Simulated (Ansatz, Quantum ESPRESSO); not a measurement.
# From contact to tunnelling: vacuum gaps between two Na(110) faces, part 4 of 5

Aim: how the conductance falls as the barrier grows, for vacuum gaps between two Na(110) faces.

Quantum ESPRESSO 7.5; plane-wave DFT, LDA, GBRV ultrasoft pseudopotentials; cross-check by Ansatz 0.2.0 with PAW datasets.

So far. Step 6 (The open system, 6 Å): T goes from 0.317 to 0.124, a factor of 2.6. Step 7 (The same in Ansatz, 6 Å): Ansatz finds T = 0.126 against pwcond's 0.124.

### Step 8. SCF with pw.x, 7 Å

Level of this step: plane-wave DFT, LDA, GBRV ultrasoft pseudopotentials (Quantum ESPRESSO 7.5).

File j2.scf.in:

```
&control
  prefix = 'j2.scf'
  outdir = './out'
  pseudo_dir = './pseudo'
  calculation = 'scf'
  tprnfor = .true.
/
&system
  ibrav = 0
  nat = 12
  ntyp = 1
  ecutwfc = 40
  ecutrho = 200
  occupations = 'smearing'
  smearing = 'mv'
  degauss = 0.01
/
&electrons
  conv_thr = 1e-07
  mixing_beta = 0.25
  electron_maxstep = 120
  mixing_mode = 'local-TF'
/
ATOMIC_SPECIES
  Na  22.9898  na_lda_v1.5.uspp.F.UPF
CELL_PARAMETERS angstrom
  4.20000000000000 0.00000000000000 0.00000000000000
  2.10000000000000 2.96984848098350 0.00000000000000
  0.00000000000000 0.00000000000000 39.66833329081850
ATOMIC_POSITIONS crystal
  Na  0.000000000000 0.000000000000 0.000000000000
  Na  0.500000000000 0.000000000000 0.074866984181
  Na  0.000000000000 0.000000000000 0.149733968363
  Na  0.500000000000 0.000000000000 0.224600952544
  Na  0.000000000000 0.000000000000 0.299467936725
  Na  0.500000000000 0.000000000000 0.374334920907
  Na  0.000000000000 0.000000000000 0.550798094912
  Na  0.500000000000 0.000000000000 0.625665079093
  Na  0.000000000000 0.000000000000 0.700532063275
  Na  0.500000000000 0.000000000000 0.775399047456
  Na  0.000000000000 0.000000000000 0.850266031637
  Na  0.500000000000 0.000000000000 0.925133015819
K_POINTS automatic
  7 8 1 0 0 0
```

The run is started by

```sh
$ OMP_NUM_THREADS=1 mpirun -n 4 pw.x -nk 4 -in j2.scf.in > j2.scf.out
```

Numbers of over 12 decimals in the logs are rounded to 6 here.

The log of the run:

```text
[banner, memory and clock lines left out]
Program PWSCF v.7.5 starts
[...]
Message from routine setup:
[...]
number of electrons       =       108.00
     number of Kohn-Sham states=           65
     kinetic-energy cutoff     =      40.0000  Ry
     charge density cutoff     =     200.0000  Ry
[...]
number of k points=    29  Marzari-Vanderbilt smearing, width (Ry)=  0.0100
[...]
Dense  grid:   159641 G-vectors     FFT dimensions: (  36,  32, 360)
[...]
Starting wfcs are   60 randomized atomic wfcs +    5 random wfcs
[...]
estimated scf accuracy    <       0.33215641 Ry
[...]
estimated scf accuracy    <       0.24490179 Ry
[...]
estimated scf accuracy    <       0.00667769 Ry
[...]
estimated scf accuracy    <       0.01187773 Ry
[...]
estimated scf accuracy    <       0.00198241 Ry
[...]
estimated scf accuracy    <       0.00136567 Ry
[...]
estimated scf accuracy    <       0.00008920 Ry
[...]
estimated scf accuracy    <       0.00003956 Ry
[...]
estimated scf accuracy    <       0.00001642 Ry
[...]
estimated scf accuracy    <       0.00002644 Ry
[...]
estimated scf accuracy    <       0.00000014 Ry
[...]
the Fermi energy is     1.0286 ev
!    total energy              =   -1141.52682934 Ry
     estimated scf accuracy    <       0.00000007 Ry
     smearing contrib. (-TS)   =      -0.00097302 Ry
     internal energy E=F+TS    =   -1141.52585631 Ry
[...]
one-electron contribution =   -1510.43949314 Ry
     hartree contribution      =     755.83160208 Ry
     xc contribution           =    -166.76132155 Ry
     ewald contribution        =    -220.15664371 Ry
     convergence has been achieved in  12 iterations
[...]
Total force =     0.002909     Total SCF correction =     0.000965
[...]
```

It took 3.5 min on 4 MPI ranks of Arm Neoverse V1, shared host; peak memory 1.4 GiB.

Numbers from this step:

* free energy: -15531.2637 eV
* Fermi energy: 1.029 eV

### Step 9. The open system, 7 Å

File j2.cond.in:

```
&inputcond
  outdir = './out'
  prefixt = 'j2.scf'
  tran_file = 'j2.cond.dat'
  bdl = 1.4142135619
  bds = 9.4448412595
  ikind = 1
  ewind = 4.0
  epsproj = 1e-05
  nz1 = 7
  energy0 = 0.4
  denergy = -0.4
/
21
  0.00000000 0.00000000 0.01562500
  0.00000000 0.12500000 0.03125000
  0.00000000 0.25000000 0.03125000
  0.00000000 0.37500000 0.03125000
  0.00000000 0.50000000 0.01562500
  0.12500000 0.00000000 0.06250000
  0.12500000 0.25000000 0.06250000
  0.12500000 0.37500000 0.06250000
  0.12500000 0.50000000 0.06250000
  0.25000000 0.00000000 0.06250000
  0.25000000 0.12500000 0.03125000
  0.25000000 0.37500000 0.06250000
  0.25000000 0.50000000 0.06250000
  0.25000000 0.62500000 0.03125000
  0.37500000 0.00000000 0.06250000
  0.37500000 0.12500000 0.06250000
  0.37500000 0.50000000 0.06250000
  0.37500000 0.62500000 0.06250000
  0.50000000 0.00000000 0.03125000
  0.50000000 0.12500000 0.06250000
  0.50000000 0.25000000 0.03125000
3
```

The run is started by

```sh
$ OMP_NUM_THREADS=1 mpirun -n 4 pwcond.x -in j2.cond.in > j2.cond.out
```

The log of the run:

```text
[banner, memory and clock lines left out]
Program PWCOND v.7.5 starts
[citation notice left out]

[...]
./out/j2.scf.save/

     IMPORTANT: XC functional enforced from input :
     Exchange-correlation= PZ
                           (   1   1   0   0   0   0   0)
     Any further DFT definition will be discarded
     Please, verify this is what you really want

     Reading collected, re-writing distributed wavefunctions

===== INPUT FILE containing all the regions =====

     GEOMETRY:

     lattice parameter (alat)  =       7.9368  a.u.
[...]
---  E-Ef =   -0.4000000  k =    0.5000000   0.2500000
---  ie =          3  ik =         21
 Nchannels of the left tip =            1
 Right moving states:
   k1(2pi/a)   k2(2pi/a)   E-Ef (eV)
   0.4233928   0.0000203  -0.4000000
 Left moving states:
   k1(2pi/a)   k2(2pi/a)   E-Ef (eV)
  -0.4233929   0.0000203  -0.4000000

 to transmit
 Band j to band i transmissions and reflections:
    j         i     |T_ij|^2    |R_ij|^2

    1 -->     1     0.00350     0.99650
   Total T_j, R_j =    0.00350  0.99650

E-Ef(ev), T(x2 spins) =   -0.4000000   0.0069970
   T_tot     0.40000      0.15266E+00
   T_tot     0.00000      0.76150E-01
   T_tot    -0.40000      0.38877E-01

[...]
```

Elapsed: 2.1 min, on 4 MPI ranks; peak memory 0.3 GiB; 8.3 min of CPU time.

Numbers from this step:

- transmission at the Fermi level, one spin: 0.03808
- conductance: 0.03808 G₀

Per spin; mean over the k mesh across the current. Table of transmission, zone mean by energy, zero at the Fermi level:

```csv
energy (eV),"transmission, zone mean"
-0.400,0.0194
0.000,0.0381
0.400,0.0763
```

At 0.000 eV; k in fractions of b1, b2. Transmission by k point:

```csv
k1,k2,weight,t,channels
0,0,0.01562,0.2405,1
0,0.125,0.03125,0.1546,1
0,0.25,0.03125,0.04286,1
0,0.375,0.03125,0.004275,1
0,0.5,0.01562,0,0
0.125,0,0.0625,0.1728,1
0.125,0.25,0.0625,0.07266,1
0.125,0.375,0.0625,0.01372,1
0.125,0.5,0.0625,0,0
0.25,0,0.0625,0.06559,1
0.25,0.125,0.03125,0.09946,1
0.25,0.375,0.0625,0.01794,1
0.25,0.5,0.0625,0.001596,1
0.25,0.625,0.03125,0,0
0.375,0,0.0625,0.01374,1
0.375,0.125,0.0625,0.03037,1
0.375,0.5,0.0625,0.001799,1
0.375,0.625,0.0625,0,0
0.5,0,0.03125,6.93e-4,2
0.5,0.125,0.0625,0.004257,1
0.5,0.25,0.03125,0.007338,1
```

T goes from 0.124 to 0.0381, a factor of 3.3.

### Step 10. Cross-check with Ansatz, 7 Å

Level of this step: plane-wave DFT, LDA, Ansatz PAW (Ansatz 0.2.0).

File input.yaml:

```yaml
crystal:
  lattice:
    - [4.2, 0.0, 0.0]
    - [2.1, 2.969848481, 0.0]
    - [0.0, 0.0, 39.6683332908]
  atoms:
    - { symbol: Na, position: [0.0, 0.0, 0.0] }
    - { symbol: Na, position: [0.5, 0.0, 0.0748669842] }
    - { symbol: Na, position: [0.0, 0.0, 0.1497339684] }
    - { symbol: Na, position: [0.5, 0.0, 0.2246009525] }
    - { symbol: Na, position: [0.0, 0.0, 0.2994679367] }
    - { symbol: Na, position: [0.5, 0.0, 0.3743349209] }
    - { symbol: Na, position: [0.0, 0.0, 0.5507980949] }
    - { symbol: Na, position: [0.5, 0.0, 0.6256650791] }
    - { symbol: Na, position: [0.0, 0.0, 0.7005320633] }
    - { symbol: Na, position: [0.5, 0.0, 0.7753990475] }
    - { symbol: Na, position: [0.0, 0.0, 0.8502660316] }
    - { symbol: Na, position: [0.5, 0.0, 0.9251330158] }
kpoints:
  mp_grid: { grid: [7, 8, 1] }
hamiltonian:
  xc: lda
scf:
  occupations: { method: fermi_dirac, width: 0.1 }
  convergence: { dr2_threshold: 1.0e-08 }
output:
  transmission: { leads: [[0, 2]], e_range: [-0.4, 0.4], de: 0.4, kmesh: [8, 8] }
  write_potential: true
  write_density: true
  volumetric_format: npy
```

The run is started by

```sh
$ ansatz run input.yaml --threads 4 --pin off --max-ram 8192MiB --backend cpu --events-out ev --progress --plain --runs-dir out
```

The log of the run:

```text
[...]
Crystal: 12 atoms, lattice volume = 494.798 Å³
Basis set: ecut = 420 eV, 9491 PW (Γ)
Bands: 66, of which v1, the nominal top of the filled ones, is band 54 counted from 1 (53 counted from 0)
Symmetry: 4 space group operations
k-points: 29 of 56
[...]
k-point 28: bands = [... 50 lower, 1.3143, 1.4118, 1.4851, 1.4884, 1.6043, 1.7001, 1.7750, 1.9479, ... 8 higher]
--- Transmission ---
  basis      : 103 plane waves across, 52 finite elements along
  points     : 34, standing for a mesh of 8 x 8
[...]
channels       : 8.593750e-1 a spin
[...]
slowest decay  : 0.1697 /Å at (0.1250, 0.5000)
  junction   : crystal 0 to crystal 0, -1.48 to 32.24 Å
    transmission   : 3.752221e-2 a spin
[...]
[key lines of the parts left out:]
SCF converged after 8 iterations
Free energy (F): -17598.880893 eV
Fermi energy:    1.153507 eV
```

Wall time 48 s (4 threads); peak memory 1.3 GiB.

Numbers from this step:

| Quantity | Value |
| --- | --- |
| free energy | -17598.8809 eV |
| energy at zero smearing | -17598.7798 eV |
| smearing term TS | 0.2021 eV |
| Fermi energy | 1.154 eV |
| transmission at the Fermi level, one spin | 0.03752 |
| step of the lead's Hamiltonian over a period | 5.8 meV |

Per spin; mean over the k mesh across the current. The transmission, zone mean by energy, zero at the Fermi level:

```csv
energy (eV),"transmission, zone mean"
-0.400,0.0192
0.000,0.0375
0.400,0.0754
```

Ansatz finds T = 0.0375 against pwcond's 0.0381.

### Step 11. Ground state, 8 Å

Level of this step: plane-wave DFT, LDA, GBRV ultrasoft pseudopotentials (Quantum ESPRESSO 7.5).

File j3.scf.in:

```
&control
  prefix = 'j3.scf'
  outdir = './out'
  pseudo_dir = './pseudo'
  calculation = 'scf'
  tprnfor = .true.
/
&system
  ibrav = 0
  nat = 12
  ntyp = 1
  ecutwfc = 40
  ecutrho = 200
  occupations = 'smearing'
  smearing = 'mv'
  degauss = 0.01
/
&electrons
  conv_thr = 1e-07
  mixing_beta = 0.25
  electron_maxstep = 120
  mixing_mode = 'local-TF'
/
ATOMIC_SPECIES
  Na  22.9898  na_lda_v1.5.uspp.F.UPF
CELL_PARAMETERS angstrom
  4.20000000000000 0.00000000000000 0.00000000000000
  2.10000000000000 2.96984848098350 0.00000000000000
  0.00000000000000 0.00000000000000 40.66833329081850
ATOMIC_POSITIONS crystal
  Na  0.000000000000 0.000000000000 0.000000000000
  Na  0.500000000000 0.000000000000 0.073026068212
  Na  0.000000000000 0.000000000000 0.146052136425
  Na  0.500000000000 0.000000000000 0.219078204637
  Na  0.000000000000 0.000000000000 0.292104272850
  Na  0.500000000000 0.000000000000 0.365130341062
  Na  0.000000000000 0.000000000000 0.561843590725
  Na  0.500000000000 0.000000000000 0.634869658938
  Na  0.000000000000 0.000000000000 0.707895727150
  Na  0.500000000000 0.000000000000 0.780921795363
  Na  0.000000000000 0.000000000000 0.853947863575
  Na  0.500000000000 0.000000000000 0.926973931788
K_POINTS automatic
  7 8 1 0 0 0
```

The run is started by

```sh
$ OMP_NUM_THREADS=1 mpirun -n 4 pw.x -nk 4 -in j3.scf.in > j3.scf.out
```

The log of the run:

```text
[banner, memory and clock lines left out]
Program PWSCF v.7.5 starts
[...]
Message from routine setup:
[...]
number of electrons       =       108.00
     number of Kohn-Sham states=           65
     kinetic-energy cutoff     =      40.0000  Ry
     charge density cutoff     =     200.0000  Ry
[...]
number of k points=    29  Marzari-Vanderbilt smearing, width (Ry)=  0.0100
[...]
Dense  grid:   163685 G-vectors     FFT dimensions: (  36,  32, 360)
[...]
Starting wfcs are   60 randomized atomic wfcs +    5 random wfcs
[...]
estimated scf accuracy    <       0.34038885 Ry
[...]
estimated scf accuracy    <       0.25454520 Ry
[...]
estimated scf accuracy    <       0.00647650 Ry
[...]
estimated scf accuracy    <       0.01555649 Ry
[...]
estimated scf accuracy    <       0.00351287 Ry
[...]
estimated scf accuracy    <       0.00253741 Ry
[...]
estimated scf accuracy    <       0.00010799 Ry
[...]
estimated scf accuracy    <       0.00002935 Ry
[...]
estimated scf accuracy    <       0.00005777 Ry
[...]
estimated scf accuracy    <       0.00000962 Ry
[...]
estimated scf accuracy    <       0.00000032 Ry
[...]
the Fermi energy is     0.9388 ev
!    total energy              =   -1141.52592611 Ry
     estimated scf accuracy    <       0.00000009 Ry
     smearing contrib. (-TS)   =      -0.00105397 Ry
     internal energy E=F+TS    =   -1141.52487214 Ry
[...]
one-electron contribution =   -1735.84969475 Ry
     hartree contribution      =     868.18147181 Ry
     xc contribution           =    -166.76242293 Ry
     ewald contribution        =    -107.09422628 Ry
     convergence has been achieved in  12 iterations
[...]
Total force =     0.003567     Total SCF correction =     0.001281
[...]
```

Elapsed: 3.7 min, on 4 MPI ranks; peak memory 1.4 GiB; 15 min of CPU time.

This step gave:

| Property | Result |
| --- | --- |
| free energy | -15531.2514 eV |
| Fermi energy | 0.9388 eV |

### Step 12. Transmission with pwcond.x, 8 Å

j3.cond.in, as its differences from the input of step 9:

```diff
@@ -2,6 +2,6 @@
   outdir = './out'
-  prefixt = 'j2.scf'
-  tran_file = 'j2.cond.dat'
+  prefixt = 'j3.scf'
+  tran_file = 'j3.cond.dat'
   bdl = 1.4142135619
-  bds = 9.4448412595
+  bds = 9.6829364976
   ikind = 1
```

The run is started by

```sh
$ OMP_NUM_THREADS=1 mpirun -n 4 pwcond.x -in j3.cond.in > j3.cond.out
```

The log of the run:

```text
[banner, memory and clock lines left out]
Program PWCOND v.7.5 starts
[citation notice left out]

[...]
./out/j3.scf.save/

     IMPORTANT: XC functional enforced from input :
     Exchange-correlation= PZ
                           (   1   1   0   0   0   0   0)
     Any further DFT definition will be discarded
     Please, verify this is what you really want

     Reading collected, re-writing distributed wavefunctions

===== INPUT FILE containing all the regions =====

     GEOMETRY:

     lattice parameter (alat)  =       7.9368  a.u.
[...]
---  E-Ef =   -0.4000000  k =    0.5000000   0.2500000
---  ie =          3  ik =         21
 Nchannels of the left tip =            1
 Right moving states:
   k1(2pi/a)   k2(2pi/a)   E-Ef (eV)
   0.4226182   0.0000217  -0.4000000
 Left moving states:
   k1(2pi/a)   k2(2pi/a)   E-Ef (eV)
  -0.4226182   0.0000217  -0.4000000

 to transmit
 Band j to band i transmissions and reflections:
    j         i     |T_ij|^2    |R_ij|^2

    1 -->     1     0.00047     0.99953
   Total T_j, R_j =    0.00047  0.99953

E-Ef(ev), T(x2 spins) =   -0.4000000   0.0009374
   T_tot     0.40000      0.46787E-01
   T_tot     0.00000      0.18855E-01
   T_tot    -0.40000      0.82374E-02

[...]
```

The job ended after 2.3 min (4 MPI ranks; peak memory 0.39 GiB).

Numbers from this step:

```
transmission at the Fermi level, one spin : 0.009428
conductance                               : 0.009428 G₀
```

Per spin; mean over the k mesh across the current. Transmission, zone mean against energy, zero at the Fermi level:

```csv
energy (eV),"transmission, zone mean"
-0.400,0.00412
0.000,0.00943
0.400,0.0234
```

T goes from 0.0381 to 0.00943, a factor of 4.0.

### Step 13. The same in Ansatz, 8 Å

Level of this step: plane-wave DFT, LDA, Ansatz PAW (Ansatz 0.2.0).

input.yaml, the sections that differ from step 10:

```yaml
crystal:
  lattice:
    - [4.2, 0.0, 0.0]
    - [2.1, 2.969848481, 0.0]
    - [0.0, 0.0, 40.6683332908]
  atoms:
    - { symbol: Na, position: [0.0, 0.0, 0.0] }
    - { symbol: Na, position: [0.5, 0.0, 0.0730260682] }
    - { symbol: Na, position: [0.0, 0.0, 0.1460521364] }
    - { symbol: Na, position: [0.5, 0.0, 0.2190782046] }
    - { symbol: Na, position: [0.0, 0.0, 0.2921042728] }
    - { symbol: Na, position: [0.5, 0.0, 0.3651303411] }
    - { symbol: Na, position: [0.0, 0.0, 0.5618435907] }
    - { symbol: Na, position: [0.5, 0.0, 0.6348696589] }
    - { symbol: Na, position: [0.0, 0.0, 0.7078957272] }
    - { symbol: Na, position: [0.5, 0.0, 0.7809217954] }
    - { symbol: Na, position: [0.0, 0.0, 0.8539478636] }
    - { symbol: Na, position: [0.5, 0.0, 0.9269739318] }
# kpoints, hamiltonian, scf, output: as in step 10
```

The run is started by

```sh
$ ansatz run input.yaml --threads 4 --pin off --max-ram 8192MiB --backend cpu --events-out ev --progress --plain --runs-dir out
```

The log of the run:

```text
[...]
Crystal: 12 atoms, lattice volume = 507.271 Å³
Basis set: ecut = 420 eV, 9745 PW (Γ)
Bands: 66, of which v1, the nominal top of the filled ones, is band 54 counted from 1 (53 counted from 0)
Symmetry: 4 space group operations
k-points: 29 of 56
[...]
k-point 28: bands = [... 50 lower, 1.2193, 1.3164, 1.3890, 1.3907, 1.5092, 1.6062, 1.6774, 1.8509, ... 8 higher]
--- Transmission ---
  basis      : 103 plane waves across, 55 finite elements along
  points     : 34, standing for a mesh of 8 x 8
[...]
channels       : 8.593750e-1 a spin
[...]
slowest decay  : 0.1684 /Å at (0.1250, 0.5000)
  junction   : crystal 0 to crystal 0, 1.48 to 36.21 Å
    transmission   : 8.981573e-3 a spin
[...]
[key lines of the parts left out:]
SCF converged after 7 iterations
Free energy (F): -17598.870319 eV
Fermi energy:    1.058282 eV
```

Wall time 50 s (4 threads); peak memory 1.3 GiB.

Numbers from this step:

- free energy: -17598.8703 eV
- energy at zero smearing: -17598.7682 eV
- smearing term TS: 0.2043 eV
- Fermi energy: 1.058 eV
- transmission at the Fermi level, one spin: 0.008982

Per spin; mean over the k mesh across the current. Transmission, zone mean against energy, zero at the Fermi level:

```csv
energy (eV),"transmission, zone mean"
-0.400,0.00393
0.000,0.00898
0.400,0.0224
```

Ansatz finds T = 0.00898 against pwcond's 0.00943.

### Step 14. Ground state, 9 Å

Level of this step: plane-wave DFT, LDA, GBRV ultrasoft pseudopotentials (Quantum ESPRESSO 7.5).

File j4.scf.in:

```
&control
  prefix = 'j4.scf'
  outdir = './out'
  pseudo_dir = './pseudo'
  calculation = 'scf'
  tprnfor = .true.
/
&system
  ibrav = 0
  nat = 12
  ntyp = 1
  ecutwfc = 40
  ecutrho = 200
  occupations = 'smearing'
  smearing = 'mv'
  degauss = 0.01
/
&electrons
  conv_thr = 1e-07
  mixing_beta = 0.25
  electron_maxstep = 120
  mixing_mode = 'local-TF'
/
ATOMIC_SPECIES
  Na  22.9898  na_lda_v1.5.uspp.F.UPF
CELL_PARAMETERS angstrom
  4.20000000000000 0.00000000000000 0.00000000000000
  2.10000000000000 2.96984848098350 0.00000000000000
  0.00000000000000 0.00000000000000 41.66833329081850
ATOMIC_POSITIONS crystal
  Na  0.000000000000 0.000000000000 0.000000000000
  Na  0.500000000000 0.000000000000 0.071273512676
  Na  0.000000000000 0.000000000000 0.142547025352
  Na  0.500000000000 0.000000000000 0.213820538027
  Na  0.000000000000 0.000000000000 0.285094050703
  Na  0.500000000000 0.000000000000 0.356367563379
  Na  0.000000000000 0.000000000000 0.572358923945
  Na  0.500000000000 0.000000000000 0.643632436621
  Na  0.000000000000 0.000000000000 0.714905949297
  Na  0.500000000000 0.000000000000 0.786179461973
  Na  0.000000000000 0.000000000000 0.857452974648
  Na  0.500000000000 0.000000000000 0.928726487324
K_POINTS automatic
  7 8 1 0 0 0
```

The run is started by

```sh
$ OMP_NUM_THREADS=1 mpirun -n 4 pw.x -nk 4 -in j4.scf.in > j4.scf.out
```

The log of the run:

```text
[banner, memory and clock lines left out]
Program PWSCF v.7.5 starts
[...]
Message from routine setup:
[...]
number of electrons       =       108.00
     number of Kohn-Sham states=           65
     kinetic-energy cutoff     =      40.0000  Ry
     charge density cutoff     =     200.0000  Ry
[...]
number of k points=    29  Marzari-Vanderbilt smearing, width (Ry)=  0.0100
[...]
Dense  grid:   167663 G-vectors     FFT dimensions: (  36,  32, 360)
[...]
Starting wfcs are   60 randomized atomic wfcs +    5 random wfcs
[...]
estimated scf accuracy    <       0.34301165 Ry
[...]
estimated scf accuracy    <       0.25771775 Ry
[...]
estimated scf accuracy    <       0.00625219 Ry
[...]
estimated scf accuracy    <       0.01461638 Ry
[...]
estimated scf accuracy    <       0.00342278 Ry
[...]
estimated scf accuracy    <       0.00268195 Ry
[...]
estimated scf accuracy    <       0.00009961 Ry
[...]
estimated scf accuracy    <       0.00004557 Ry
[...]
estimated scf accuracy    <       0.00006282 Ry
[...]
estimated scf accuracy    <       0.00000433 Ry
[...]
estimated scf accuracy    <       0.00000030 Ry
[...]
the Fermi energy is     0.8502 ev
!    total energy              =   -1141.52562531 Ry
     estimated scf accuracy    <       0.00000005 Ry
     smearing contrib. (-TS)   =      -0.00105218 Ry
     internal energy E=F+TS    =   -1141.52457313 Ry
[...]
one-electron contribution =   -2000.15412174 Ry
     hartree contribution      =     999.97870367 Ry
     xc contribution           =    -166.76280254 Ry
     ewald contribution        =      25.41364749 Ry
     convergence has been achieved in  12 iterations
[...]
Total force =     0.003842     Total SCF correction =     0.000932
[...]
```

Run time: 3.7 min. Hardware: 4 MPI ranks; peak memory 1.4 GiB; 15 min of CPU time.

This step gave:

| Quantity | Value |
| --- | --- |
| free energy | -15531.2474 eV |
| Fermi energy | 0.8502 eV |

[end of part 4 of 5]

[Logs are printed without paths, hosts, clocks, repeated set-up lines and the standing remarks that a program may print on its own settings, such as how far it seeks lower states.]

[Hosts, paths, dates, database ids (printed as entryN), source tags and the programs' standing remarks are cut or masked in the printed files.]

[Maps of the electrostatic potential energy from Ansatz leave out the sawtooth potential of an applied field or a dipole correction, so their vacuum need not be flat; planar profiles and work functions include it.]
